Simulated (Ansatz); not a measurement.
## LaP (model cell, started as zinc blende): phonons and vibrational spectra

Task: relax LaP (model cell, started as zinc blende), then find its harmonic phonons.

Main program and level: Ansatz 0.2.0; DFT PBEsol, scalar-relativistic, plane waves, PAW; PAW set soft_1.

The structure was built from a prototype and need not be the compound's stable phase.

## (1) Set-up

It takes space group F-43m (No. 216, cubic). The conventional cell has a = 6.469 Å, b = 6.469 Å, c = 6.469 Å, α = 90.00°, β = 90.00°, γ = 90.00°. Nearest to La lie 4 P at 2.80 Å. Nearest to P lie 4 La at 2.80 Å. Farther neighbours are not listed.

## (2) Bringing the structure to rest

The cell and atoms are relaxed, since residual forces and stress would shift the frequencies.

Contents of input.yaml:

```yaml
crystal:
  lattice:
    - [0.0, 3.23455, 3.23455]
    - [3.23455, 0.0, 3.23455]
    - [3.23455, 3.23455, 0.0]
  atoms:
    - { symbol: La, position: [0.0, 0.0, 0.0] }
    - { symbol: P, position: [0.25, 0.25, 0.25] }
kpoints:
  mp_grid: { grid: [6, 6, 6] }
hamiltonian:
  xc: pbesol
  pseudopotentials: { kind: paw, azcp: { folder: soft_1 }, xc_functional: pbe }
scf:
  occupations: { method: gaussian, width: 0.02 }
output:
  forces: true
  stress: true
  eigenvalues: true
relax:
  adjacent_minimum: "off"
  f_tol: 0.005
  max_steps: 80
  cell: { stress_tol: 0.05 }
```

On the command line:

```
$ ansatz run input.yaml --threads 4 --pin off --max-ram 10240MiB --backend cpu --events-out ev --progress --plain --runs-dir out
```

Numbers of over 12 decimals in the logs are rounded to 6 here.

The log of the run:

```text
Engine: ansatz 0.2.0, aarch64-unknown-linux-gnu
Pseudopotentials: kind: paw
Pseudopotential: La, paw, valence charge 11, recommended cutoff 420 eV (normal), soft_1/La.paw.azcp
Pseudopotential: P, paw, valence charge 5, recommended cutoff 420 eV (normal), soft_1/P.paw.azcp
Functional definition: PBEsol
  exchange = pbesol_x
  correlation = pbesol_c
Crystal: 2 atoms, lattice volume = 67.682 Å³
Basis set: ecut = 420 eV, 1363 PW (Γ), exchange–correlation on 64×64×64 points (8 copies of the dense FFT grid, shifted against one another)
Bands: 12, of which v1, the nominal top of the filled ones, is band 8 counted from 1 (7 counted from 0)
Symmetry: 24 space group operations
Space group: F-43m (ITA 216), of the structure as read, at distance tolerance 4.1e-5 Å
k-points: 16 of 216 (time reversal used)
Non-local potential: La, projectors of the file, l = 0: 3, l = 1: 2, l = 2: 2, l = 3: 3
Non-local potential: P, projectors of the file, l = 0: 2, l = 1: 2, l = 2: 1
PAW form: soft (Blöchl's): semilocal exchange-correlation on the pseudo side does not see the compensation charge
PAW frozen core: La, regenerated for the run's functional, and the local potential with it (the file was generated under x = pbe(κ = 0.804, μ = 0.219515), c = pbe(β = 0.066725))
PAW frozen core: P, regenerated for the run's functional, and the local potential with it (the file was generated under x = pbe(κ = 0.804, μ = 0.219515), c = pbe(β = 0.066725))
PAW one-centre angular grid: La, 590 points (default); XC on 64 Gauss nodes
PAW one-centre angular grid: P, 110 points (default); XC on 64 Gauss nodes
Initial density: superposition of atomic densities (chi_scale 0.1, normalization cell, long waves kept (reshape's long-wave potential 0.00 eV rms))
Initial wavefunctions: pseudopotential atomic-orbital guess
Functional: x = pbesol(κ = 0.804, μ = 0.123457), c = pbesol(β = 0.046)
SCF iter   1: F=—  HF=-6903.936482 eV  |F-HF|=—  |Δ(HF+E_count)|=         —  Δρ=3.05e-2  dr2=1.39e0  ethr=3.10e-3  ⟨swp⟩=6.6  Hψ=1154  notcnv=0
preconditioner: auto → none  [insulator: Δε(μ)=2.001 eV  Ē_g=10.942 eV  σ=0.020 eV  W_gap=1.00  n_scr=14 (ndim 8)  ℏωp=16.9 eV  f_vac=0.000  D(μ)=0.00/eV (n_scr^D=0)  ε∞_Penn≈3.4]
SCF iter   2: F=—  HF=-6903.570720 eV  |F-HF|=—  |Δ(HF+E_count)|=   3.66e-1  Δρ=1.46e-2  dr2=1.79e-1  ethr=3.10e-3  ⟨swp⟩=2.7  Hψ=464  notcnv=0
SCF iter   3: F=—  HF=-6903.537872 eV  |F-HF|=—  |Δ(HF+E_count)|=   3.28e-2  Δρ=6.71e-3  dr2=4.38e-2  ethr=1.12e-3  ⟨swp⟩=3.5  Hψ=388  notcnv=0
SCF iter   4: F=—  HF=-6903.531364 eV  |F-HF|=—  |Δ(HF+E_count)|=   6.51e-3  Δρ=1.57e-3  dr2=1.32e-3  ethr=2.74e-4  ⟨swp⟩=3.0  Hψ=358  notcnv=0
SCF iter   5: F=—  HF=-6903.531830 eV  |F-HF|=—  |Δ(HF+E_count)|=   4.66e-4  Δρ=2.91e-4  dr2=4.63e-5  ethr=8.23e-6  ⟨swp⟩=2.4  Hψ=383  notcnv=0
SCF iter   6: F=—  HF=-6903.531859 eV  |F-HF|=—  |Δ(HF+E_count)|=   2.81e-5  Δρ=8.58e-5  dr2=8.25e-6  ethr=2.90e-7  ⟨swp⟩=2.0  Hψ=380  notcnv=0
SCF iter   7: F=—  HF=-6903.531856 eV  |F-HF|=—  |Δ(HF+E_count)|=   2.51e-6  Δρ=1.22e-5  dr2=1.28e-7  ethr=5.15e-8  ⟨swp⟩=3.0  Hψ=319  notcnv=0
SCF iter   8: F=-6903.531856 eV  HF=-6903.531856 eV  |F-HF|=4.43e-9  |Δ(HF+E_count)|=   4.63e-8  Δρ=2.07e-6  dr2=4.95e-9  ethr=6.25e-10  ⟨swp⟩=7.3  Hψ=1092  notcnv=0
SCF 1 converged in 8 iterations: F = -6903.531856 eV  dr2 = 4.95e-9
  greatest PAW one-centre occupation: 0.971 electrons in one spin orbital (limit 2), on the La atom at site 0 (counted from 0), in its partial waves of l = 0
relax step   1: F+E_penalty+E_count = -6903.53185602 eV  Δ(F+E_penalty+E_count) = +0.000e0 eV  max|allowed force component| = 4.395e-17 eV/Å  Δτ_max = 0.0000 Å  P = +1.871 GPa  Ω = 67.682 Å³  (8 SCF iters, dr2 threshold 1.00e-7 eV, accepted)
Crystal: 2 atoms, lattice volume = 72.270 Å³
Basis set: ecut = 420 eV, 1411 PW (Γ), exchange–correlation on 64×64×64 points (8 copies of the dense FFT grid, shifted against one another)
Initial density: handed on by an earlier stage of this run
Initial wavefunctions: those handed on with the density
iter 1 solved again at ethr=4.27e-5 eV; its pass at ethr=3.10e-3 eV (dr2=6.83e-3 eV) is discarded
SCF iter   1: F=—  HF=-6903.536449 eV  |F-HF|=—  |Δ(HF+E_count)|=         —  Δρ=2.15e-3  dr2=6.33e-3  ethr=4.27e-5  ⟨swp⟩=2.1  Hψ=2227  notcnv=0
preconditioner: auto → none  [insulator: Δε(μ)=1.447 eV  Ē_g=10.649 eV  σ=0.020 eV  W_gap=1.00  n_scr=14 (ndim 8)  ℏωp=16.3 eV  f_vac=0.014  D(μ)=0.00/eV (n_scr^D=0)  ε∞_Penn≈3.4]
SCF iter   2: F=—  HF=-6903.536027 eV  |F-HF|=—  |Δ(HF+E_count)|=   4.22e-4  Δρ=9.81e-4  dr2=9.26e-4  ethr=3.95e-5  ⟨swp⟩=2.0  Hψ=320  notcnv=0
SCF iter   3: F=—  HF=-6903.536181 eV  |F-HF|=—  |Δ(HF+E_count)|=   1.54e-4  Δρ=5.61e-4  dr2=3.85e-4  ethr=5.79e-6  ⟨swp⟩=2.4  Hψ=327  notcnv=0
SCF iter   4: F=—  HF=-6903.536178 eV  |F-HF|=—  |Δ(HF+E_count)|=   3.50e-6  Δρ=1.09e-4  dr2=1.10e-5  ethr=2.41e-6  ⟨swp⟩=2.4  Hψ=327  notcnv=0
SCF iter   5: F=—  HF=-6903.536190 eV  |F-HF|=—  |Δ(HF+E_count)|=   1.24e-5  Δρ=2.71e-5  dr2=5.22e-7  ethr=6.90e-8  ⟨swp⟩=2.0  Hψ=240  notcnv=0
SCF iter   6: F=-6903.536191 eV  HF=-6903.536191 eV  |F-HF|=5.20e-9  |Δ(HF+E_count)|=   6.23e-7  Δρ=3.36e-6  dr2=1.19e-8  ethr=1.25e-9  ⟨swp⟩=7.9  Hψ=1146  notcnv=0
SCF 2 converged in 6 iterations: F = -6903.536191 eV  dr2 = 1.19e-8
  greatest PAW one-centre occupation: 0.972 electrons in one spin orbital (limit 2), on the La atom at site 0 (counted from 0), in its partial waves of l = 0
relax step   2: F+E_penalty+E_count = -6903.53619083 eV  Δ(F+E_penalty+E_count) = -4.335e-3 eV  max|allowed force component| = 4.691e-17 eV/Å  Δτ_max = 0.0000 Å  P = -1.396 GPa  Ω = 72.270 Å³  energy of the carried Pulay correction = -1.557e-4 eV  (6 SCF iters, dr2 threshold 2.00e-7 eV, accepted)
Crystal: 2 atoms, lattice volume = 70.236 Å³
iter 1 solved again at ethr=8.46e-6 eV; its pass at ethr=3.10e-3 eV (dr2=1.35e-3 eV) is discarded
SCF iter   1: F=—  HF=-6903.545881 eV  |F-HF|=—  |Δ(HF+E_count)|=         —  Δρ=9.30e-4  dr2=1.17e-3  ethr=8.46e-6  ⟨swp⟩=2.0  Hψ=2019  notcnv=0
preconditioner: auto → none  [insulator: Δε(μ)=1.438 eV  Ē_g=10.707 eV  σ=0.020 eV  W_gap=1.00  n_scr=14 (ndim 8)  ℏωp=16.6 eV  f_vac=0.000  D(μ)=0.00/eV (n_scr^D=0)  ε∞_Penn≈3.4]
SCF iter   2: F=—  HF=-6903.545712 eV  |F-HF|=—  |Δ(HF+E_count)|=   1.69e-4  Δρ=4.22e-4  dr2=1.58e-4  ethr=7.30e-6  ⟨swp⟩=2.0  Hψ=265  notcnv=0
SCF iter   3: F=—  HF=-6903.545729 eV  |F-HF|=—  |Δ(HF+E_count)|=   1.72e-5  Δρ=2.32e-4  dr2=6.04e-5  ethr=9.88e-7  ⟨swp⟩=2.1  Hψ=298  notcnv=0
SCF iter   4: F=—  HF=-6903.545727 eV  |F-HF|=—  |Δ(HF+E_count)|=   2.14e-6  Δρ=4.68e-5  dr2=1.97e-6  ethr=3.77e-7  ⟨swp⟩=2.0  Hψ=303  notcnv=0
SCF iter   5: F=-6903.545728 eV  HF=-6903.545728 eV  |F-HF|=7.74e-8  |Δ(HF+E_count)|=   9.45e-7  Δρ=1.19e-5  dr2=9.04e-8  ethr=1.25e-9  ⟨swp⟩=5.2  Hψ=1139  notcnv=0
SCF 3 converged in 5 iterations: F = -6903.545728 eV  dr2 = 9.04e-8
relax step   3: F+E_penalty+E_count = -6903.54572819 eV  Δ(F+E_penalty+E_count) = -9.537e-3 eV  max|allowed force component| = 7.430e-17 eV/Å  Δτ_max = 0.0000 Å  P = -0.066 GPa  Ω = 70.236 Å³  energy of the carried Pulay correction = -8.795e-5 eV  (5 SCF iters, dr2 threshold 2.00e-7 eV, accepted)
[...]
relax step   4: F+E_penalty+E_count = -6903.54575120 eV  Δ(F+E_penalty+E_count) = -2.301e-5 eV  max|allowed force component| = 5.407e-17 eV/Å  Δτ_max = 0.0000 Å  P = +0.002 GPa  Ω = 70.138 Å³  energy of the carried Pulay correction = -8.463e-5 eV  (4 SCF iters, dr2 threshold 1.09e-8 eV, accepted)
Initial wavefunctions: pseudopotential atomic-orbital guess (no wavefunctions were taken with the density)
iter 1 solved again at ethr=1.87e-7 eV; its pass at ethr=3.10e-3 eV (dr2=3.00e-5 eV) is discarded
SCF iter   1: F=—  HF=-6903.545852 eV  |F-HF|=—  |Δ(HF+E_count)|=         —  Δρ=1.05e-5  dr2=1.12e-8  ethr=1.87e-7  ⟨swp⟩=4.0  Hψ=1855  notcnv=0
eigensolver tolerance schedule: the retry pair's looser diagonalisation over-reported the residual by 2677.37 of it (diagonalisation noise at 0.19 of the residual, at the tolerance the schedule requests for it); recorded, not acted on — ethr = c·dr2/N_el stays at c = 1.0e-1
preconditioner: auto → none  [insulator: Δε(μ)=1.431 eV  Ē_g=10.705 eV  σ=0.020 eV  W_gap=1.00  n_scr=14 (ndim 8)  ℏωp=16.6 eV  f_vac=0.001  D(μ)=0.00/eV (n_scr^D=0)  ε∞_Penn≈3.4]
SCF iter   2: F=—  HF=-6903.545858 eV  |F-HF|=—  |Δ(HF+E_count)|=   5.72e-6  Δρ=5.72e-6  dr2=4.73e-9  ethr=7.00e-11  ⟨swp⟩=3.5  Hψ=440  notcnv=0
SCF iter   3: F=—  HF=-6903.545858 eV  |F-HF|=—  |Δ(HF+E_count)|=   2.07e-8  Δρ=1.44e-6  dr2=2.62e-9  ethr=2.96e-11  ⟨swp⟩=2.0  Hψ=320  notcnv=0
SCF iter   4: F=—  HF=-6903.545858 eV  |F-HF|=—  |Δ(HF+E_count)|=  8.19e-10  Δρ=3.70e-7  dr2=1.16e-10  ethr=1.64e-11  ⟨swp⟩=2.0  Hψ=256  notcnv=0
SCF iter   5: F=—  HF=-6903.545858 eV  |F-HF|=—  |Δ(HF+E_count)|=  2.18e-11  Δρ=1.85e-7  dr2=3.66e-11  ethr=1.00e-12  ⟨swp⟩=2.2  Hψ=303  notcnv=0
SCF iter   6: F=-6903.545858 eV  HF=-6903.545858 eV  |F-HF|=9.09e-13  |Δ(HF+E_count)|=  1.00e-11  Δρ=5.36e-8  dr2=1.37e-12  ethr=1.00e-12  ⟨swp⟩=6.9  Hψ=934  notcnv=0
SCF 5 converged in 6 iterations: F = -6903.545858 eV  dr2 = 1.37e-12
relax step   5: F+E_penalty+E_count = -6903.54585799 eV  Δ(F+E_penalty+E_count) = -1.068e-4 eV  max|allowed force component| = 5.493e-17 eV/Å  Δτ_max = 0.0000 Å  P = +0.005 GPa  Ω = 70.138 Å³  stress off target by 4.76e-3 GPa  SCF on the basis re-selected at this cell (its energy is not comparable with the rows above)  (6 SCF iters)
basis re-selected at this cell: Δ(F+E_penalty+E_count) = -1.068e-4 eV, ΔP = +0.003 GPa vs the last step (what re-selecting the basis moved, of the pressure what is left beyond the Pulay correction that the steps carried, after the strain that the cell walked since its last selection, with what the two solves' SCF thresholds leave and, on support functions, any second-order correction that the steps lacked; it is no m [...]
SCF converged after 6 iterations
Free energy (F): -6903.545858 eV
Harris-Foulkes:  -6903.545858 eV  (|F-HF|=9.09e-13)
Internal energy: -6903.545858 eV  (E = F + TS)
E sigma→0 (E₀):  -6903.545858 eV
Fermi energy:    6.570359 eV
--- Per-component energies (eV) ---
  E_band       = -84.457182
  E_kinetic    = 253.624604
  E_local      = -548.125261  (includes V_loc(G=0)·N_el)
  E_nonlocal   = 122.168051
  E_hartree    = 187.691424
  E_xc         = -213.375732
  E_vxc        = -204.834991  (∫ρ·V_xc dr)
  E_paw        = -5872.525407  (= ΣΔE_a)
  E_vpaw       = -82.672424  (= ΣTr[D̂ρ^β])
  E_aug_tail   = -0.000001  (compensation charges beyond the density's cutoff)
  E_ewald      = -833.218669
  E_core_change = 0.215132  (= ΣΔE_core)
  E_smearing   = -0.000000  (= −TS)
  E_closure    = 0.000000  (closes the sum)
  Σ components = -6903.545858   (vs F -6903.545858, Δ=0.00e0)
--- Forces (eV/Å), atoms counted from 1 ---
  atom   1  La     0.00000000     0.00000000     0.00000000
  atom   2  P     -0.00000000    -0.00000000    -0.00000000
  max |Σ_I F_I| component: 8.44e-17 eV/Å
--- Stress (GPa, compression-positive) ---
        0.004759      -0.000000      -0.000000
       -0.000000       0.004759       0.000000
       -0.000000       0.000000       0.004759
  P = ⅓ Tr σ = 0.0048 GPa (0.048 kbar)
--- Band table (eV; the first three rows and the last of 16) ---
  k-point 0: bands = [... 4 lower, -2.6084, 4.5348, 4.5348, 4.5348, 7.5187, 8.7246, 8.7246, 8.7246]
  k-point 1: bands = [... 4 lower, -2.4344, 4.3774, 4.6543, 4.6543, 7.9622, 8.5258, 8.5258, 8.6977]
  k-point 2: bands = [... 4 lower, -2.1226, 4.4539, 4.8635, 4.8635, 8.2887, 8.4641, 8.4641, 8.6458]
  k-point 15: bands = [... 4 lower, -1.7556, 4.2399, 5.2611, 5.8550, 7.2857, 8.3932, 8.6116, 8.7171]
--- Relaxed structure (4 steps of the walk, 4 accepted, 1 SCFs on fresh bases) ---
  F+E_penalty+E_count = -6903.54585799 eV   max|allowed force component| = 5.493e-17 eV/Å   (the final SCF, on the basis selected at the relaxed cell)
  cell:  # Å, volume = 70.1380 Å³
    - [0, 3.273214, 3.273214]
    - [3.273214, 0, 3.273214]
    - [3.273214, 3.273214, 0]
  atoms:
    - { symbol: La, position: [0, 0, 0] }
    - { symbol: P, position: [0.25, 0.25, 0.25] }
```

Elapsed: 3.2 s, on 4 threads of Arm Neoverse V2, shared host; peak memory 0.36 GiB; 11 s of CPU time.

Step by step:

```tsv
step	energy less that of the first step (eV)	largest force component (eV/Å)	pressure (GPa)	volume (Å³)
1	0.0000	0.0000	1.87	67.68
2	-0.0043	0.0000	-1.40	72.27
3	-0.0139	0.0000	-0.07	70.24
4	-0.0139	0.0000	0.00	70.14
5*	-0.0140	0.0000	0.00	70.14
```

Relaxation steps marked * repeat the geometry before them on a plane-wave basis chosen anew for their cell, so energy and pressure can jump there.

Forces are held to the 24 operations that the run works with; a distortion that breaks them can't arise in this run.

```tsv
conventional cell, symmetrised	before	after	change
a (Å)	6.469	6.546	+1.2 %
b (Å)	6.469	6.546	+1.2 %
c (Å)	6.469	6.546	+1.2 %
volume (Å³/atom)	33.84	35.07	+3.6 %
```

The relaxed structure:

```
La P
1.0
     0.00000    3.27321    3.27321
     3.27321    0.00000    3.27321
     3.27321    3.27321    0.00000
La P
1 1
Direct
  0.00000 0.00000 0.00000
  0.25000 0.25000 0.25000
```

Numbers from this step:

```
pressure           : 0.004759 GPa
gap on the k-mesh  : 1.431 eV
volume per atom    : 35.07 Å³
direct gap on mesh : 1.431 eV
```

In this step the volume went from 33.84 to 35.07 Å³/atom.

## (3) Relaxing to small forces for the phonons

Phonons need a cell at rest on their own settings, so the relaxation is repeated with tight tolerances on forces and stress, using the mesh and the filling of the phonon run that follows.

input.yaml, the sections that differ from step 2:

```yaml
crystal:
  lattice:
    - [0.0, 3.2732139888, 3.2732139888]
    - [3.2732139888, 0.0, 3.2732139888]
    - [3.2732139888, 3.2732139888, 0.0]
  atoms:
    - { symbol: La, position: [0.0, 0.0, 0.0] }
    - { symbol: P, position: [0.25, 0.25, 0.25] }
kpoints:
  mp_grid: { grid: [8, 8, 8] }
scf:
  occupations: { method: fixed }
relax:
  adjacent_minimum: "off"
  f_tol: 0.001
  max_steps: 60
  cell: { stress_tol: 0.01 }
# hamiltonian, output: as in step 2
```

The log of the run:

```text
[...]
Crystal: 2 atoms, lattice volume = 70.138 Å³
Basis set: ecut = 420 eV, 1363 PW (Γ), exchange–correlation on 64×64×64 points (8 copies of the dense FFT grid, shifted against one another)
Bands: 12, of which v1, the nominal top of the filled ones, is band 8 counted from 1 (7 counted from 0)
Symmetry: 24 space group operations
[...]
k-points: 29 of 512 (time reversal used)
[...]
k-point 28: bands = [... 4 lower, -1.7551, 4.6238, 4.8154, 5.8516, 7.2563, 8.3763, 8.6036, 8.7050]
--- Relaxed structure (2 steps of the walk, 2 accepted, 1 SCFs on fresh bases) ---
[...]
cell:  # Å, volume = 70.1666 Å³
    - [0, 3.273660, 3.273660]
    - [3.273660, 0, 3.273660]
    - [3.273660, 3.273660, 0]
  atoms:
    - { symbol: La, position: [0, 0, 0] }
    - { symbol: P, position: [0.250000, 0.250000, 0.250000] }
[key lines of the parts left out:]
SCF converged after 5 iterations
Free energy (F): -6903.545507 eV
Fermi energy:    5.851586 eV
P = ⅓ Tr σ = -0.0087 GPa (-0.087 kbar)
```

Elapsed: 3.3 s, on 4 threads; peak memory 0.38 GiB; 12 s of CPU time.

Little changed from the start: no atom moved by 0.005 Å and no cell edge by 0.1 %.

Numbers from this step:

| Item | Value |
| --- | --- |
| pressure | -0.008729 GPa |
| gap on the k-mesh | 1.405 eV |
| volume per atom | 35.08 Å³ |
| direct gap on mesh | 1.405 eV |

The forces vanish by symmetry and the pressure is -0.009 GPa, within the tolerances set. The cell now holds 35.08 Å³/atom.

(Continued in part 2 of 2.)

[Logs are printed without paths, hosts, clocks, repeated set-up lines and the standing remarks that a program may print on its own settings, such as how far it seeks lower states.]

[Hosts, paths, dates, database ids (printed as entryN), source tags and the programs' standing remarks are cut or masked in the printed files.]
